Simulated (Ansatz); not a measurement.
# KI (Fm-3m): given cell or relaxed cell?

Wanted: the change of the gap of KI (Fm-3m) on relaxing cell and ions.

Main program and level: Ansatz 0.2.0; PBE, HSE06 and G0W0, plane waves, PAW.

### 1. The structure

The structure is cubic, space group Fm-3m (No. 225). The conventional cell has a = 7.066 Å, b = 7.066 Å, c = 7.066 Å, α = 90.00°, β = 90.00°, γ = 90.00°. Nearest to K lie 6 I at 3.53 Å. Nearest to I lie 6 K at 3.53 Å. Farther neighbours, and contacts between anions beyond the nearest, are not listed.

Structure file:

```cif
data_structure
_symmetry_space_group_name_H-M 'P 1'
_symmetry_Int_Tables_number 1
_cell_length_a 4.9961
_cell_length_b 4.9961
_cell_length_c 4.9961
_cell_angle_alpha 60.000
_cell_angle_beta 60.000
_cell_angle_gamma 60.000
_cell_volume 88.18
loop_
_atom_site_label
_atom_site_type_symbol
_atom_site_fract_x
_atom_site_fract_y
_atom_site_fract_z
_atom_site_occupancy
K1 K 0.00000 0.00000 0.00000 1
I2 I 0.50000 0.50000 0.50000 1
```

The cell and positions come from the Crystallography Open Database and are kept as given unless a step says otherwise. The runs that relaxed it are not among those shown. The default PAW set here is soft_2. Its files were made with PBE.

### 2. PBE bands at the given cell

Levels along a band path, at the cheap level, show where the edges lie and whether the meshes to come will hold them.

This step: DFT, PBE, plane waves, PAW.

The input, input.yaml:

```yaml
crystal:
  lattice:
    - [0.0, 3.532775, 3.532775]
    - [3.532775, 0.0, 3.532775]
    - [3.532775, 3.532775, 0.0]
  atoms:
    - { symbol: K, position: [0.0, 0.0, 0.0] }
    - { symbol: I, position: [0.5, 0.5, 0.5] }
kpoints:
  mp_grid: { grid: [6, 6, 6] }
  band_path:
    path:
      - [[0.0, 0.0, 0.0], [0.5, 0.0, 0.5], [0.625, 0.25, 0.625]]
      - [[0.375, 0.375, 0.75], [0.0, 0.0, 0.0], [0.5, 0.5, 0.5], [0.5, 0.25, 0.75], [0.5, 0.0, 0.5]]
    npoints: 10
hamiltonian:
  xc: pbe
scf:
  occupations: { method: fermi_dirac, width: 0.02 }
  n_extra_bands: 4
output:
  eigenvalues: true
  write_density: true
  write_potential: true
  elf: true
  volumetric_format: npy
```

Run with:

```console
$ ansatz run input.yaml --threads 3 --pin off --max-ram 92160MiB --backend cuda --events-out ev --progress --plain --runs-dir out --devices 1 --max-vram 13GiB
```

Log:

```text
scf.n_extra_bands = 4 over 13 filled bands (N_el = 26.0): the run solves 17 bands
GPUs: using 1 of 1 available (devices: 1).
Engine: ansatz 0.2.0, x86_64-unknown-linux-gnu
Pseudopotentials: kind: paw
Pseudopotential: K, paw, valence charge 9, recommended cutoff 420 eV (normal), K.paw.azcp
Pseudopotential: I, paw, valence charge 17, recommended cutoff 420 eV (normal), I.paw.azcp
Functional definition: PBE
  parameter kappa = 0.804
  parameter beta = 0.066725
  exchange = pbe_x(kappa = kappa, mu = beta*pi^2/3)
  correlation = pbe_c(beta = beta)
device memory: the entry about to start is reckoned to put 1.0 GiB on a device that reports 53.9 GiB free (of which the cap on the GPU budget leaves the run 13.0 GiB)
GPU FFT provider: cuFFT
GPU libraries: cuBLAS 13.8.2, cuFFT 12.4.0, cuSOLVER 12.3.4
Crystal: 2 atoms, lattice volume = 88.182 Å³
Basis set: ecut = 420 eV, 1759 PW (Γ)
Bands: 17, of which v1, the nominal top of the filled ones, is band 13 counted from 1 (12 counted from 0)
Symmetry: 48 space group operations
Space group: Fm-3m (ITA 225), of the structure as read, at distance tolerance 4.5e-5 Å
k-points: 16 of 216
Non-local potential: K, projectors of the file, l = 0: 3, l = 1: 2, l = 2: 2
Non-local potential: I, projectors of the file, l = 0: 2, l = 1: 2, l = 2: 2, l = 3: 2
PAW form: soft (Blöchl's): semilocal exchange-correlation on the pseudo side does not see the compensation charge
PAW one-centre angular grid: K, 110 points (default); XC on 64 Gauss nodes
PAW one-centre angular grid: I, 590 points (default); XC on 64 Gauss nodes
Initial density: superposition of atomic densities (neutral atoms: chi_scale 0, normalization atom), corrected by the library's trained network
Initial wavefunctions: pseudopotential atomic-orbital guess
GPU buffer pool allocated for 46656 grid points (all kernels)
GPU transforms: local potential and band sums: pruned to the plane-wave sphere, on 36×36×36
Functional: x = pbe(κ = 0.804, μ = 0.219515), c = pbe(β = 0.066725)
SCF iter   1: F=—  HF=-9053.690784 eV  |F-HF|=—  |Δ(HF+E_count)|=         —  Δρ=2.73e-4  dr2=3.91e-5  ethr=1.77e-3  ⟨swp⟩=7.8  Hψ=1685  notcnv=0
preconditioner: auto → none  [insulator: Δε(μ)=3.960 eV  Ē_g=13.748 eV  σ=0.020 eV  W_gap=1.00  n_scr=14 (ndim 8)  ℏωp=14.8 eV  f_vac=0.139  D(μ)=0.00/eV (n_scr^D=0)  ε∞_Penn≈2.2]
SCF iter   2: F=—  HF=-9053.689987 eV  |F-HF|=—  |Δ(HF+E_count)|=   7.97e-4  Δρ=2.95e-4  dr2=1.23e-4  ethr=1.50e-7  ⟨swp⟩=3.6  Hψ=885  notcnv=0
SCF iter   3: F=—  HF=-9053.689941 eV  |F-HF|=—  |Δ(HF+E_count)|=   4.59e-5  Δρ=1.40e-4  dr2=2.26e-5  ethr=1.50e-7  ⟨swp⟩=2.0  Hψ=480  notcnv=0
SCF iter   4: F=—  HF=-9053.689942 eV  |F-HF|=—  |Δ(HF+E_count)|=   1.02e-6  Δρ=3.72e-5  dr2=1.63e-6  ethr=8.68e-8  ⟨swp⟩=2.0  Hψ=480  notcnv=0
iter 5 did not close the SCF: its close was put off for the readings that it lacked (scf_convergence_deferred on its scf_iter line)
SCF iter   5: F=-9053.689942 eV  HF=-9053.689942 eV  |F-HF|=1.23e-8  |Δ(HF+E_count)|=   5.03e-7  Δρ=4.61e-6  dr2=1.58e-8  ethr=6.29e-9  ⟨swp⟩=2.0  Hψ=480  notcnv=0
SCF iter   6: F=-9053.689942 eV  HF=-9053.689942 eV  |F-HF|=1.26e-10  |Δ(HF+E_count)|=   8.89e-8  Δρ=6.54e-7  dr2=2.73e-10  ethr=6.09e-11  ⟨swp⟩=3.2  Hψ=1077  notcnv=0
SCF 1 converged in 6 iterations: F = -9053.689942 eV  dr2 = 2.73e-10
[...]
device memory: the entry about to start is reckoned to put 1.4 GiB on a device that reports 54.0 GiB free (of which the cap on the GPU budget leaves the run 13.0 GiB)
NSCF: frozen V_eff on 62 k-points, pencils in batches of 32, up to order 76
SCF converged after 6 iterations
Free energy (F): -9053.689942 eV
Harris-Foulkes:  -9053.689942 eV  (|F-HF|=1.26e-10)
Internal energy: -9053.689942 eV  (E = F + TS)
E sigma→0 (E₀):  -9053.689942 eV
Fermi energy:    4.261863 eV
--- Per-component energies (eV) ---
  E_band       = -521.547435
  E_kinetic    = 443.092391
  E_local      = -2830.524021  (includes V_loc(G=0)·N_el)
  E_nonlocal   = -77.391619
  E_hartree    = 1342.092039
  E_xc         = -263.476210
  E_vxc        = -293.790781  (∫ρ·V_xc dr)
  E_paw        = -5599.050159  (= ΣΔE_a)
  E_vpaw       = -447.117531  (= ΣTr[D̂ρ^β])
  E_aug_tail   = -0.000007  (compensation charges beyond the density's cutoff)
  E_ewald      = -2068.432357
  E_smearing   = -0.000000  (= −TS)
  E_closure    = 0.000000  (closes the sum)
  Σ components = -9053.689942   (vs F -9053.689942, Δ=0.00e0)
--- Band table (eV; the first three rows and the last of 16) ---
  k-point 0: bands = [... 9 lower, -8.2351, 2.2667, 2.2667, 2.2667, 6.2336, 8.7736, 8.7736, 8.7736]
  k-point 1: bands = [... 9 lower, -8.1626, 1.8495, 2.1763, 2.1763, 6.8564, 8.6929, 9.0642, 9.0642]
  k-point 2: bands = [... 9 lower, -8.0244, 1.2130, 2.0088, 2.0088, 7.6207, 9.2921, 9.7694, 9.7694]
  k-point 15: bands = [... 9 lower, -8.0482, 1.3977, 1.7059, 1.7239, 7.9401, 8.6670, 9.6795, 10.5848]
```

The job ended after 8.1 s (1 × NVIDIA H100 80GB HBM3 (shared by 6 runs) with 3 threads of AMD EPYC 7R13 (Zen 3), shared host; peak memory 0.9 GiB; 2.8 s of CPU time).

This step gave:

* filled bands: 13
* gap: 3.967 eV
* valence top at: Γ
* conduction bottom at: Γ
* least direct gap: 3.967 eV

The gap is direct, at Γ.

### 3. The relaxed cell

Cell and ions were relaxed with PBE; that run is not shown. It left this cell:

Symmetry: Fm-3m, No. 225, cubic system. Conventional cell: a = 7.176 Å, b = 7.176 Å, c = 7.176 Å, α = 90.00°, β = 90.00°, γ = 90.00°. K has 6 I at 3.59 Å nearest. Nearest to I lie 6 K at 3.59 Å. Farther neighbours, and contacts between anions beyond the nearest, are not listed.

### 4. PBE at the relaxed cell

The cell differs from the one that the last finished run ended in (a 4.996 → 5.074 Å, b 4.996 → 5.074 Å, c 4.996 → 5.074 Å).

Edit input.yaml of step 2 so:

```diff
@@ -2,5 +2,5 @@
   lattice:
-    - [0.0, 3.532775, 3.532775]
-    - [3.532775, 0.0, 3.532775]
-    - [3.532775, 3.532775, 0.0]
+    - [0.0, 3.588170081, 3.588170081]
+    - [3.588170081, 0.0, 3.588170081]
+    - [3.588170081, 3.588170081, 0.0]
   atoms:
```

Log:

```text
[...]
GPUs: using 1 of 1 available (devices: 1).
[...]
GPU FFT provider: cuFFT
GPU libraries: cuBLAS 13.8.2, cuFFT 12.4.0, cuSOLVER 12.3.4
Crystal: 2 atoms, lattice volume = 92.395 Å³
Basis set: ecut = 420 eV, 1807 PW (Γ)
Bands: 17, of which v1, the nominal top of the filled ones, is band 13 counted from 1 (12 counted from 0)
[... 1 set-up line as in the run before ...]
[...]
k-points: 16 of 216
[...]
E sigma→0 (E₀):  -9053.697680 eV
Fermi energy:    3.853343 eV
[...]
--- Band table (eV; the first three rows and the last of 16) ---
  k-point 0: bands = [... 9 lower, -8.5245, 1.9107, 1.9107, 1.9107, 5.7717, 8.4311, 8.4311, 8.4311]
  k-point 1: bands = [... 9 lower, -8.4672, 1.5276, 1.8307, 1.8307, 6.3696, 8.3367, 8.7085, 8.7085]
  k-point 2: bands = [... 9 lower, -8.3561, 0.9398, 1.6814, 1.6814, 7.1826, 8.8171, 9.3752, 9.3752]
  k-point 15: bands = [... 9 lower, -8.3673, 1.1048, 1.3919, 1.4142, 7.6079, 8.1824, 9.2355, 10.0637]
[key lines of the parts left out:]
SCF converged after 6 iterations
Free energy (F): -9053.697680 eV
```

Wall time 6.8 s (1 × NVIDIA H100 80GB HBM3 (shared by 6 runs) with 3 threads); peak memory 0.91 GiB; 4.5 s of CPU time.

This step gave:

* gap: 3.861 eV
* valence top at: Γ
* conduction bottom at: Γ
* least direct gap: 3.861 eV

The gap is direct, at Γ.

### 5. HSE06 at the relaxed cell

HSE06 mixes in a quarter of exact exchange at short range. Exchange couples all pairs of k points, which makes a full band path dear, so levels are read on the mesh and at chosen points.

This step: DFT, HSE06, plane waves, PAW.

The input, input.yaml:

```yaml
crystal:
  lattice:
    - [0.0, 3.588170081, 3.588170081]
    - [3.588170081, 0.0, 3.588170081]
    - [3.588170081, 3.588170081, 0.0]
  atoms:
    - { symbol: K, position: [0.0, 0.0, 0.0] }
    - { symbol: I, position: [0.5, 0.5, 0.5] }
kpoints:
  mp_grid: { grid: [4, 4, 4] }
  band_path:
    path:
      - [0.0, 0.0, 0.0]
      - [0.5, 0.0, 0.5]
      - [0.625, 0.25, 0.625]
      - [0.375, 0.375, 0.75]
      - [0.5, 0.5, 0.5]
      - [0.5, 0.25, 0.75]
    npoints: 1
hamiltonian:
  xc: hse06
scf:
  occupations: { method: fixed }
  n_extra_bands: 4
output:
  eigenvalues: true
```

Log:

```text
[...]
GPUs: using 1 of 1 available (devices: 1).
[...]
davidson cushion auto → on  (no smearing: the cushion is to keep the highest requested band from converging to the state above it; pin scf.eigensolver.cushion to override)
[...]
GPU FFT provider: cuFFT
GPU libraries: cuBLAS 13.8.2, cuFFT 12.4.0, cuSOLVER 12.3.4
Crystal: 2 atoms, lattice volume = 92.395 Å³
Basis set: ecut = 420 eV, 1807 PW (Γ)
[...]
Internal energy: -9059.428948 eV  (E = F + TS)
E sigma→0 (E₀):  -9059.428948 eV
Fermi energy:    1.195952 eV
[...]
--- Band table (eV; the first three rows and the last of 8) ---
  k-point 0: bands = [... 9 lower, -10.1073, 1.1960, 1.1960, 1.1960, 6.0460, 8.8450, 8.8450, 8.8450]
  k-point 1: bands = [... 9 lower, -9.9761, 0.4739, 1.0343, 1.0343, 7.1356, 8.8058, 9.4557, 9.4557]
  k-point 2: bands = [... 9 lower, -9.8494, -0.0853, 0.8847, 0.8847, 7.6325, 9.9322, 10.3391, 10.3391]
  k-point 7: bands = [... 9 lower, -9.9102, 0.4790, 0.4790, 0.6241, 8.6958, 8.6958, 8.8183, 10.4392]
[key lines of the parts left out:]
Free energy (F): -9059.428948 eV
```

It took 12 s on 1 × NVIDIA H100 80GB HBM3 (shared by 6 runs) with 3 threads; peak memory 1.1 GiB.

This step gave:

* gap: 4.850 eV
* valence top at: Γ
* conduction bottom at: Γ
* least direct gap: 4.850 eV

The gap stands +0.99 eV against PBE.

### 6. G0W0 at the relaxed cell

G0W0 replaces the xc potential by the self-energy, built once from these orbitals. Only a window of levels is corrected, while the sums run over the empty bands that the input names.

This step: G0W0 on PBE, plane waves, PAW.

The input, input.yaml:

```yaml
crystal:
  lattice:
    - [0.0, 3.588170081, 3.588170081]
    - [3.588170081, 0.0, 3.588170081]
    - [3.588170081, 3.588170081, 0.0]
  atoms:
    - { symbol: K, position: [0.0, 0.0, 0.0] }
    - { symbol: I, position: [0.5, 0.5, 0.5] }
kpoints:
  mp_grid: { grid: [4, 4, 4] }
hamiltonian:
  xc: pbe
scf:
  occupations: { method: fixed }
gw:
  n_empty_bands: 275
  ecut_chi: 120
  qp_bands: [v2, c2]
  qp_kpoints: band_edges
  screening: { model: contour_deformation }
```

Log:

```text
GPUs: using 1 of 1 available (devices: 1).
[...]
GPU FFT provider: cuFFT
GPU libraries: cuBLAS 13.8.2, cuFFT 12.4.0, cuSOLVER 12.3.4
Crystal: 2 atoms, lattice volume = 92.395 Å³
Basis set: ecut = 420 eV, 1807 PW (Γ)
Bands: 17, of which v1, the nominal top of the filled ones, is band 13 counted from 1 (12 counted from 0)
[... 1 set-up line as in the run before ...]
[...]
k-points: 8 of 64
[...]
1    15      8.4445    -4.0994    -3.2552    -8.1751  0.8309     9.2743     9.2650  root
[...]
7    12      1.2397   -16.3077     1.6917   -12.8657  0.7939    -0.5663    -0.5106  root
     7    13      1.3657   -16.3642     1.6231   -13.0226  0.7945    -0.4049    -0.3528  root
     7    14      8.3573    -3.9415    -3.2031    -7.9201  0.8315     9.1409     9.1328  root
     7    15      8.3573    -3.9415    -3.2031    -7.9201  0.8315     9.1409     9.1328  root
[key lines of the parts left out:]
SCF converged after 6 iterations
Free energy (F): -9053.696962 eV
Fermi energy:    1.911578 eV
```

Wall time 9.7 s (1 × NVIDIA H100 80GB HBM3 (shared by 6 runs) with 3 threads); peak memory 1.2 GiB.

Read from the output:

```yaml
bands_summed: 288
rpa_eps_infinity_on_this_mesh_eigenvalues: 2.572, 2.572, 2.572
plane_waves_in_the_screening_matrix: 283
g0w0_gap_on_the_mesh: 5.995 eV
k_of_the_valence_top: 0, 0, 0
k_of_the_conduction_bottom: 0, 0, 0
starting_gap_on_the_mesh: 3.861 eV
least_direct_g0w0_gap_on_the_computed_points: 5.995 eV
```

The gap on the mesh goes from 3.86 eV to 6.00 eV, a correction of +2.13 eV. Between the two edge states, bare exchange in place of the xc potential would open the gap by 6.61 eV, and correlation takes back 4.48 eV.

### 7. G0W0 at the given cell

input.yaml, the sections that differ from step 6:

```yaml
crystal:
  lattice:
    - [0.0, 3.532775, 3.532775]
    - [3.532775, 0.0, 3.532775]
    - [3.532775, 3.532775, 0.0]
  atoms:
    - { symbol: K, position: [0.0, 0.0, 0.0] }
    - { symbol: I, position: [0.5, 0.5, 0.5] }
gw:
  n_empty_bands: 263
  ecut_chi: 120
  qp_bands: [v2, c2]
  qp_kpoints: band_edges
  screening: { model: contour_deformation }
# kpoints, hamiltonian, scf: as in step 6
```

Log:

```text
GPUs: using 1 of 1 available (devices: 1).
[...]
GPU FFT provider: cuFFT
GPU libraries: cuBLAS 13.8.2, cuFFT 12.4.0, cuSOLVER 12.3.4
Crystal: 2 atoms, lattice volume = 88.182 Å³
Basis set: ecut = 420 eV, 1759 PW (Γ)
Bands: 17, of which v1, the nominal top of the filled ones, is band 13 counted from 1 (12 counted from 0)
[... 1 set-up line as in the run before ...]
[...]
k-points: 8 of 64
[...]
1    15      8.8465    -4.3116    -3.3333    -8.4588  0.8302     9.6692     9.6604  root
[...]
7    12      1.5417   -16.3903     1.7134   -12.9402  0.7953    -0.2472    -0.1950  root
     7    13      1.6690   -16.4223     1.6422   -13.0755  0.7958    -0.0845    -0.0356  root
     7    14      8.7387    -4.0658    -3.2729    -8.1132  0.8313     9.5210     9.5132  root
     7    15      8.7387    -4.0658    -3.2729    -8.1132  0.8313     9.5210     9.5132  root
[key lines of the parts left out:]
SCF converged after 6 iterations
Free energy (F): -9053.689078 eV
Fermi energy:    2.267639 eV
```

Elapsed: 8.2 s, on 1 × NVIDIA H100 80GB HBM3 (shared by 6 runs) with 3 threads; peak memory 1.2 GiB; 8.4 s of CPU time.

Read from the output:

* bands summed: 276
* RPA ε∞ on this mesh (eigenvalues): 2.640, 2.640, 2.640
* plane waves in the screening matrix: 259
* G0W0 gap on the mesh: 6.080 eV
* k of the valence top: 0, 0, 0
* k of the conduction bottom: 0, 0, 0
* starting gap on the mesh: 3.967 eV
* least direct G0W0 gap on the computed points: 6.080 eV

The gap on the mesh goes from 3.97 eV to 6.08 eV, a correction of +2.11 eV. Between the two edge states, bare exchange in place of the xc potential would open the gap by 6.67 eV, and correlation takes back 4.56 eV.

### 8. Together

G0W0 rows are gaps on the mesh, lowered where the mesh misses an edge of the band path.

```csv
level,given cell (eV),relaxed cell (eV),change (eV)
PBE,3.97,3.86,−0.11
HSE06,-,4.85,-
G0W0@PBE,6.08,6.00,−0.08
```

### 9. Outcome

```json
{
 "volume change": "+4.8 %",
 "PBE, given cell": "3.97 eV",
 "PBE, relaxed cell": "3.86 eV",
 "HSE06, relaxed cell": "4.85 eV",
 "G0W0@PBE, relaxed cell": "6.00 eV",
 "G0W0@PBE, given cell": "6.08 eV",
 "known limits": "short of the basis limit; no spin-orbit coupling"
}
```

In words: Relaxation changes the volume by +4.8 % and the gap by −0.11 eV (PBE) and −0.08 eV (G0W0@PBE). Bands and cutoff are finite, so the gap stands short of the basis limit, usually by up to a few tenths of an eV; the mesh is an error of its own. The many-body steps are scalar-relativistic: spin-orbit coupling is not in them.

[Long decimals in the printed logs are rounded to 6 places.]

[Logs are printed without paths, hosts, clocks, repeated set-up lines and the standing remarks that a program may print on its own settings, such as how far it seeks lower states.]

[Paths, hosts, dates, memory and timing lines, banners, echoed tables and standing remarks are left out of the program output; an Ansatz launch command may be rebuilt from the run's recorded settings. Measured values are a selection of at most five: reports struck by readers or far from the other reports are left out. None is set beside runs whose start may be inverted or whose files or cutoffs have a known fault.]

[Runs of the session that timed out or met a known fault of the program may be left out.]

[Cells called generated may have been cut or substituted from an entry of the Crystallography Open Database or the Materials Project.]

[Hosts, paths, dates, database ids (printed as entryN), source tags and the programs' standing remarks are cut or masked in the printed files.]

[Where the starting crystal was built by hand or by swapping elements, it need not be the compound's stable phase.]
